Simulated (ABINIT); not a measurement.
# CsCdCl3 (Pm-3m): G0W0 with ABINIT, start to end, part 3 of 3

How does a plane-wave GW calculation on CsCdCl3 (Pm-3m) run from the first input to the gap?

ABINIT 10.8.3; LDA and many-body steps on it, plane waves. Known limits of the many-body steps: not at the basis limit; d shell near the gap, gap tends to lie low; no spin-orbit coupling; coarse k mesh.

So far. Step 4 (Empty states on the mesh, 2×2×2 mesh, 214 bands): On this mesh the gap is 1.511 eV. Step 5 (Screening, 2×2×2 mesh, 196 bands, screening to 130.6 eV): Local fields lower ε∞ by 9 %. On a Γ-centred mesh this coarse the value itself is usually too large, while a short band sum pulls it down.

The database entry behind the starting cell is an old determination (1928), so it need not match the best structure at ambient conditions.

## Step 6: Self-energy, 2×2×2 mesh, 196 bands, screening to 130.6 eV

The self-energy is evaluated for the states that the input lists, and the levels follow from it, in one-shot runs by the linearised quasiparticle equation.

This step: G0W0 on LDA, plane waves, norm-conserving pseudopotentials.

Input file run.abi:

```
acell 3*1.0 Angstrom
rprim 
  5.200000000000 0.000000000000 0.000000000000
  0.000000000000 5.200000000000 0.000000000000
  0.000000000000 0.000000000000 5.200000000000
ntypat 3
znucl 55 48 17
natom 5
typat 1 2 3 3 3
xred 
  0.000000000000 0.000000000000 0.000000000000
  0.500000000000 0.500000000000 0.500000000000
  0.000000000000 0.500000000000 0.500000000000
  0.500000000000 0.000000000000 0.500000000000
  0.500000000000 0.500000000000 0.000000000000
pp_dirpath "pseudos"
pseudos "Cs.upf, Cd.upf, Cl.upf"
ecut 47
ngkpt 2 2 2
nshiftk 1
shiftk 0 0 0
kptopt 1
chksymbreak 0
istwfk *1
occopt 1
irdwfk 1
optdriver 4
nband 196
gwcalctyp 0
ecutsigx 47
symsigma 1
nkptgw 2
kptgw 
  0.5000000000 0.5000000000 0.5000000000
  0.0000000000 0.0000000000 0.0000000000
bdgw 
  24 28
  23 27
ecuteps 4.8
irdscr 1
ppmodel 1
indata_prefix "in"
outdata_prefix "out"
tmpdata_prefix "tmp"
```

Started as:

```
OMP_NUM_THREADS=1 mpirun -n 4 abinit run.abi > log
```

Numbers of over 12 decimals in the logs are rounded to 6 here.

The program printed:

```text
.Version 10.8.3 of ABINIT. v10.8.2 released Aug 2026.

 Symmetries : space group Pm -3 m (#221); Bravais cP (primitive cubic)
[... echo of the input left out ...]
== DATASET  1 ==================================================================
-   mpi_nproc: 4, omp_nthreads: 1 (-1 if OMP is not activated)

--- !DatasetInfo
iteration_state: {dtset: 1, }
dimensions: {natom: 5, nkpt: 4, mband: 196, nsppol: 1, nspinor: 1, nspden: 1, mpw: 14604, }
cutoff_energies: {ecut:  47.0, pawecutdg:  -1.0, }
electrons: {nelect:   5.00000000E+01, charge:   0.00000000E+00, occopt:   1.00000000E+00, tsmear:   1.00000000E-02, }

 SIGMA: Calculation of the GW corrections

 Based on a program developped by R.W. Godby, V. Olevano, G. Onida, and L. Reining.
 Incorporated in ABINIT by V. Olevano, G.-M. Rignanese, and M. Torrent.
.Using double precision arithmetic ; gwpc =  8

[... cell and pseudopotentials left out ...]
--------------------------------------------------------------------------------

 ==== K-mesh for the wavefunctions ====
 Number of points in the irreducible wedge :     4
[... list of points left out ...]
 Together with 48 symmetry operations and time-reversal symmetry
 yields     8 points in the full Brillouin Zone.

 ==== Q-mesh for screening function ====
 Number of points in the irreducible wedge :     4
[... list of points left out ...]
 Together with 48 symmetry operations and time-reversal symmetry
 yields     8 points in the full Brillouin Zone.

 vcoul_init : cutoff-mode = AUXILIARY_FUNCTION
 q-points for optical limit:   1
     1)      0.000010    0.000020    0.000030
 setmesh: FFT mesh size selected  =    64x   64x   64
          total number of points  =       262144

 Number of electrons calculated from density =   50.0000; Expected =   50.0000
 average of density, n =  0.052694
 r_s =    1.6547
 omega_plasma =   22.1430 [eV]

 === KS Band Gaps ===
  >>>> For spin  1
   Minimum direct gap =   2.0937 [eV], located at k-point      :   0.0000  0.0000  0.0000
   Fundamental gap    =   1.5109 [eV], Top of valence bands at :   0.5000  0.5000  0.5000
                                       Bottom of conduction at :   0.0000  0.0000  0.0000
 SIGMA fundamental parameters:
 PLASMON POLE MODEL  1
 number of plane-waves for SigmaX                14531
 number of plane-waves for SigmaC and W            461
 number of plane-waves for wavefunctions         14531
 number of bands                                   196
 number of independent spin polarizations            1
 number of spinorial components                      1
 number of k-points in IBZ                           4
 number of q-points in IBZ                           4
 number of symmetry operations                      48
 number of k-points in BZ                            8
 number of q-points in BZ                            8
 number of frequencies for dSigma/dE                 9
 frequency step for dSigma/dE [eV]                0.25
 number of omega for Sigma on real axis              0
 max omega for Sigma on real axis  [eV]           0.00
 zcut for avoiding poles [eV]                     0.10

 EPSILON^-1 parameters (SCR file):
 dimension of the eps^-1 matrix on file            461
 dimension of the eps^-1 matrix used               461
 number of plane-waves for wavefunctions         14531
 number of bands                                   196
 number of q-points in IBZ                           4
 number of frequencies                               2
 number of real frequencies                          1
 number of imag frequencies                          1

 matrix elements of self-energy operator (all in [eV])

 Perturbative Calculation

--- !SelfEnergy_ee
iteration_state: {dtset: 1, }
kpoint     : [   0.500,    0.500,    0.500, ]
spin       : 1
KS_gap     :    5.653
QP_gap     :    7.606
Delta_QP_KS:    1.952
data: !SigmaeeData |
     Band     E0 <VxcDFT>   SigX SigC(E0)      Z dSigC/dE  Sig(E)    E-E0       E
       24   1.681 -17.254 -21.080   2.802   0.792  -0.263 -18.065  -0.811   0.870
       25   1.681 -17.254 -21.080   2.802   0.792  -0.263 -18.065  -0.811   0.870
       26   7.334  -9.931  -5.011  -3.552   0.834  -0.199  -8.790   1.141   8.475
       27   7.334  -9.931  -5.011  -3.552   0.834  -0.199  -8.790   1.141   8.475
       28   7.334  -9.931  -5.011  -3.552   0.834  -0.199  -8.790   1.141   8.475

--- !SelfEnergy_ee
iteration_state: {dtset: 1, }
kpoint     : [   0.000,    0.000,    0.000, ]
spin       : 1
KS_gap     :    2.094
QP_gap     :    4.553
Delta_QP_KS:    2.459
data: !SigmaeeData |
     Band     E0 <VxcDFT>   SigX SigC(E0)      Z dSigC/dE  Sig(E)    E-E0       E
       23   1.098 -14.307 -18.491   2.802   0.786  -0.272 -15.393  -1.086   0.012
       24   1.098 -14.307 -18.491   2.802   0.786  -0.272 -15.393  -1.086   0.012
       25   1.098 -14.307 -18.491   2.802   0.786  -0.272 -15.393  -1.086   0.012
       26   3.192 -13.086  -8.162  -3.256   0.823  -0.215 -11.713   1.373   4.565
       27   7.246  -7.982  -3.357  -3.491   0.847  -0.180  -7.021   0.961   8.207

== END DATASET(S) ==============================================================
================================================================================

 -outvars: echo values of variables after computation  --------
           etotal      0.0000000000E+00
            nband         196
             nkpt           4
          spgroup         221
 [... the other variables as echoed above ...]

 Calculation completed.
```

It took 26 s on 4 MPI ranks of Arm Neoverse V1, shared host; peak memory 1.9 GiB.

Numbers from this step:

```
G0W0 gap on the points computed              : 3.695 eV
starting gap on the mesh                     : 1.511 eV
k of the valence top                         : 0.5, 0.5, 0.5
k of the conduction bottom                   : 0, 0, 0
Z at the valence top                         : 0.792
Z at the conduction bottom                   : 0.823
least direct G0W0 gap on the computed points : 4.553 eV
```

The gap on the mesh goes from 1.51 eV to 3.70 eV, a correction of +2.18 eV.

Limits: finite bands, cutoff and mesh; d shell near the gap, gap tends to lie low; no spin-orbit coupling; coarse k mesh. v1 is the top filled band, c1 the lowest empty one. The levels before and after the correction (eV, zero at the valence-band top of each column):

|  | conduction bottom | valence top |
| --- | --- | --- |
| Kohn-Sham | 1.51 | 0.00 |
| G0W0 | 3.69 | 0.00 |

|  | level | energy (eV) |
| --- | --- | --- |
| Kohn-Sham | (0.5 0.5 0.5) v2-v1 | 0.000 |
| Kohn-Sham | (0.5 0.5 0.5) c1-c3 | 5.653 |
| Kohn-Sham | Γ v3-v1 | -0.583 |
| Kohn-Sham | Γ c1 | 1.511 |
| Kohn-Sham | Γ c2 | 5.565 |
| G0W0 | (0.5 0.5 0.5) v2-v1 | 0.000 |
| G0W0 | (0.5 0.5 0.5) c1-c3 | 7.605 |
| G0W0 | Γ v3-v1 | -0.858 |
| G0W0 | Γ c1 | 3.695 |
| G0W0 | Γ c2 | 7.337 |

## Step 7: Where the time went

Times are wall times on 4 MPI ranks of Arm Neoverse V1, shared host, good to a factor of about two.

| step | time | share | memory (GiB) |
| --- | --- | --- | --- |
| ground state | 1.7 min | 15 % | 0.55 |
| bands along the symmetry lines | 3.8 min | 34 % | 0.72 |
| empty states on the mesh | 3.8 min | 34 % | 0.58 |
| screening | 82 s | 12 % | 2.3 |
| self-energy | 26 s | 4 % | 1.9 |

## Step 8: Outcome

| Item | Value |
| --- | --- |
| LDA gap | 1.51 eV, indirect |
| G0W0 gap on the mesh | 3.70 eV |
| GW settings | 2×2×2 mesh, 196 bands, screening to 130.6 eV, Godby-Needs plasmon pole |
| known limits | not at the basis limit; d shell near the gap, gap tends to lie low; no spin-orbit coupling; coarse k mesh |

**Reading.** G0W0 moves the gap on the mesh from 1.51 eV to 3.70 eV (+2.18 eV), with Z of 0.79 and 0.82 at the edges. Local fields lower the RPA ε∞ on this mesh from 5.00 to 4.54; a Γ-centred mesh this coarse tends to raise both, most where the direct gap is narrow, while a short band sum lowers them. Only 2 of the mesh's irreducible points were corrected, so a valley elsewhere could overtake. Bands and cutoff are finite, so the gap is not at the basis limit. The miss can reach some tenths of an eV and take either sign; the mesh is an error of its own. In the G0W0 run levels were corrected at 2 k points alone, so a gap called «on the mesh» is the least over those, and an edge elsewhere would be missed. The 2×2×2 mesh is coarse for this cell, which bears on the long-range parts of exchange and screening. This is the ideal cubic cell; many perovskites, halides above all, are cubic only on average, and local tilts or off-centring can widen the gap. A d shell, filled or nearly so, lies near the gap. One-shot GW converges very slowly in bands there, not always from below, and on a semilocal start the gap tends to come out low; starts rich in exact exchange can overshoot instead. The many-body steps are scalar-relativistic: spin-orbit coupling is not in them.

[Paths, hosts, dates, memory and timing lines, banners, echoed tables and standing remarks are left out of the program output.]

[Logs are printed without paths, hosts, clocks, repeated set-up lines and the standing remarks that a program may print on its own settings, such as how far it seeks lower states.]

[Runs of the session that timed out or met a known fault of the program may be left out.]

[Hosts, paths, dates, database ids (printed as entryN), source tags and the programs' standing remarks are cut or masked in the printed files.]

[G0W0 gaps are taken among the corrected bands and points alone; a level outside them can change the order at an edge.]

[Where Ansatz stands beside ABINIT at settings called matched, ABINIT's density can come from a denser mesh and the files from another edition; pairs whose starting gaps differed by over 0.03 eV were left out, so agreement reads better than it is.]
